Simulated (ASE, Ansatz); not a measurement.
# Random rock-salt alloy of HfC and HfN (512 atoms): support functions against a reference, part 2 of 2

Aim: test how closely localised support functions follow the reference on random rock-salt alloy of HfC and HfN (512 atoms), and at what cost. A setting counts as converged where the r.m.s. difference of forces stays under 1 % of the r.m.s. force.

Ansatz 0.2.0; Kohn-Sham DFT, PBE, PAW (set soft_2), plane waves.

The cell: 256 Hf, 224 N and 32 C. The host structure and its lattice constant were typed by rule, without a check against the phase diagram. Sampling is at Γ alone, for a cell whose shortest periodic width is 18 Å. Spin–orbit coupling is left out.

So far. Step 3 (Support functions low): Forces differ from the reference by 1.3 meV/Å r.m.s., 0.39 % of their size, within a tolerance of 1 %; the energy by -3.7 meV/atom. It took 33 s and 16 cycles; the reference's time can't be set against it, since the two runs asked for unlike analyses. Step 4 (Support functions medium): Forces differ from the reference by 1.2 meV/Å r.m.s., 0.35 % of their size, within a tolerance of 1 %; the energy by -3.7 meV/atom.

## (7) What the reference run shows

The comparisons rest on this run, so its electronic structure is set out here.

Length of the force by element:

```
element  coordination  atoms  mean length of the force (eV/Å)  spread   least  most
      C           all     32                            0.600   0.247   0.107  1.12
     Hf           all    256                            0.585   0.249  0.0856  1.48
      N           all    224                            0.485   0.197  0.0935  1.24
```

Löwdin charges by element (they lack the spilled electrons, 0.027 e an atom on average):

```
element  coordination  atoms  mean charge (e)  spread   least    most
      C           all     32           -0.762  0.0077  -0.780  -0.748
     Hf           all    256            0.745  0.0128   0.714   0.781
      N           all    224           -0.681  0.0087  -0.706  -0.659
```

Density of states as counts of states in windows of 1 eV (from the Fermi level), total and some projections:

```
from (eV)  to (eV)  total   Hf d    N p   C p
      -10       -9    0.1    0.0    0.0   0.0
       -9       -8    8.4    3.3    3.7   0.2
       -8       -7  126.8   42.1   62.7   2.1
       -7       -6  220.6   58.9  123.0   5.3
       -6       -5  467.5  136.5  298.4   4.5
       -5       -4  460.0  133.7  292.9  13.0
       -4       -3  176.6   66.5   55.4  47.1
       -3       -2   93.1   31.8   33.0  24.5
       -2       -1   32.7   20.2    9.4   2.3
       -1        0  164.6  116.0   35.1   7.4
        0        1  121.5   96.0   15.4   3.2
        1        2  158.1  122.0   25.8   2.7
        2        3  294.2  214.7   39.8   6.5
        3        4  377.8  301.5   35.7   3.9
```

Between -26 and -10 eV lie 4094 more states.

The stored curve holds about 5845 of the 7904 electrons; the rest, give or take the few that broadening carries across the Fermi level, lie in deeper levels below its range.

Not all projections were asked for or kept, so they needn't add up to the total.

The levels nearest the highest filled one (over half full), pooled over k-points and spins:

```
level less the highest filled one (eV)  occupation
                               -0.0309        1.61
                               -0.0286        1.57
                               -0.0231        1.50
                               -0.0212        1.47
                               -0.0079        1.24
                                     0        1.08
                                0.0104       0.877
                                 0.018        0.73
                                0.0283       0.552
                                0.0366       0.429
                                0.0851       0.076
                                 0.088       0.068
```

Mean Löwdin charges: C -0.76, Hf +0.74, N -0.68 e. Within 0.4 eV of the Fermi level the largest share is Hf d (75 % of the projected weight).

## (8) Structure statistics

Bonds and neighbours are counted at the geometry of the runs.

Density 13.7 g/cm³, 11.69 Å³ an atom.

g(r), total and by pair (bins of 0.2 Å):

```
r (Å)  total  Hf-Hf   Hf-N   Hf-C   N-N   N-C   C-C
 2.10   0.02   0.00   0.02   0.12  0.00  0.00  0.00
 2.30   5.41   0.00  10.83  10.75  0.00  0.00  0.00
 2.50   0.00   0.00   0.00   0.00  0.00  0.00  0.00
 2.70   0.00   0.00   0.00   0.00  0.00  0.00  0.00
 2.90   0.00   0.00   0.00   0.00  0.00  0.00  0.00
 3.10   1.97   3.90   0.00   0.00  3.98  4.00  3.23
 3.30   3.45   6.95   0.00   0.00  6.87  6.60  9.30
 3.50   0.00   0.00   0.00   0.00  0.00  0.00  0.00
 3.70   0.00   0.00   0.00   0.00  0.00  0.00  0.00
 3.90   2.38   0.00   4.77   4.76  0.00  0.00  0.00
 4.10   0.02   0.00   0.05   0.05  0.00  0.00  0.00
 4.30   0.00   0.00   0.00   0.00  0.00  0.00  0.00
 4.50   1.33   2.67   0.00   0.00  2.63  2.73  2.27
 4.70   0.03   0.04   0.00   0.00  0.07  0.05  0.00
 4.90   0.01   0.00   0.03   0.01  0.00  0.00  0.00
 5.10   4.32   0.00   8.64   8.66  0.00  0.00  0.00
 5.30   0.00   0.00   0.00   0.00  0.00  0.00  0.00
 5.50   3.33   6.63   0.00   0.00  6.66  6.72  6.36
 5.70   0.28   0.57   0.00   0.00  0.56  0.52  0.73
 5.90   0.00   0.00   0.00   0.00  0.00  0.00  0.00
 6.10   0.00   0.00   0.00   0.00  0.00  0.00  0.00
 6.30   0.34   0.67   0.00   0.00  0.70  0.65  0.34
 6.50   1.02   2.04   0.00   0.00  2.00  2.08  2.25
 6.70   1.15   0.00   2.29   2.35  0.00  0.00  0.00
 6.90   1.86   0.00   3.73   3.67  0.00  0.00  0.00
 7.10   1.71   3.45   0.00   0.00  3.37  3.45  3.09
 7.30   0.46   0.89   0.00   0.00  0.95  0.96  0.71
 7.50   1.96   0.00   3.92   3.93  0.00  0.00  0.00
```

Bonds by pair of elements; cutoffs follow the first minimum of g(r), held within bounds set by covalent radii, and pairs that aren't listed don't count as bonded:

```
pair A-B  cutoff (Å)  bonds  mean length (Å)  spread (Å)  shortest (Å)  B about A  A about B
    Hf-N        2.73   1344             2.27       0.028          2.18       5.25          6
    Hf-C        2.73    192             2.27       0.029          2.19       0.75          6
```

How many atoms have how many bonded neighbours:

```
element  mean    6
      C     6   32
     Hf     6  256
      N     6  224
```

For some of the pairs, g(r) has its first main peak near 3.21 Å (Hf-Hf), 2.27 Å (Hf-N), 2.27 Å (Hf-C), 3.21 Å (N-N), 3.21 Å (N-C) and 3.22 Å (C-C). By these cutoffs all C atoms have 6, all Hf atoms have 6 and all N atoms have 6 bonded neighbours.

Local excerpt of 10 atoms (numbers count through the whole input) about Hf281, which bears the longest force; x, y, z are measured from there.

```
 atom      x      y      z  distance (Å)  bonds  Löwdin charge (e)     Fx     Fy  Fz (eV/Å)
Hf281   0.00   0.00   0.00          0.00      6               0.74  -0.03   1.44       0.33
 N384   0.01  -2.21   0.03          2.21      6              -0.67  -0.16  -0.39      -0.22
 N154  -2.27   0.04   0.01          2.27      6              -0.67  -0.10   0.20       0.16
 N278  -0.03   0.04  -2.27          2.27      6              -0.68   0.20   0.06       0.20
 N282   2.27   0.08   0.00          2.27      6              -0.69   0.01  -0.32       0.23
 N286  -0.01   0.05   2.30          2.30      6              -0.68   0.08  -0.08      -0.17
 C288   0.00   2.32   0.00          2.32      6              -0.77  -0.32  -0.23       0.12
Hf371  -0.04  -2.19  -2.27          3.15      6               0.74   0.11  -0.51       0.12
Hf255  -2.27  -2.19   0.02          3.16      6               0.72  -0.47  -0.40      -0.48
Hf379  -0.01  -2.22   2.25          3.16      6               0.75   0.06  -0.04       0.65
```

The column of bonds counts only the pairs Hf-N within 2.73 Å, Hf-C within 2.73 Å; other neighbours, such as metal atoms beside each other in a compound, aren't counted, and periodic images can show an atom twice.

## (9) Results

| Item | Value |
| --- | --- |
| free energy per atom | -8045.9483 eV/atom |
| density | 13.65 g/cm³ |
| pressure | 4.225 GPa |
| r.m.s. force component | 0.3408 eV/Å |
| wall time of the 3 DFT runs | 94 s |

Against plane waves at 420 eV, the forces differ by 1.2 meV/Å (0.35 %) with support functions medium. At 512 atoms the fastest of the runs at a preset level, support functions low, takes roughly 1.5 times the time of plane waves (whose run also made extra analyses, so the like-for-like ratio is larger), in 16 SCF cycles against 13. Differences between support functions and plane waves include what basis error the plane-wave run still has.

21 levels are partly filled, by over 2 % (at Γ alone): no clear gap opens at this level. With the cutoffs above, all C atoms have 6, all Hf atoms have 6 and all N atoms have 6 bonded neighbours.

**Limits.** The geometry was built by rule, was displaced at random and isn't relaxed at this level: its force components are 0.34 eV/Å r.m.s. The pressure of 4.2 GPa shows the cell to be compressed for this functional.

[Logs are printed without paths, hosts, clocks, repeated set-up lines and the standing remarks that a program may print on its own settings, such as how far it seeks lower states.]

[Hosts, paths, dates, database ids (printed as entryN), source tags and the programs' standing remarks are cut or masked in the printed files.]
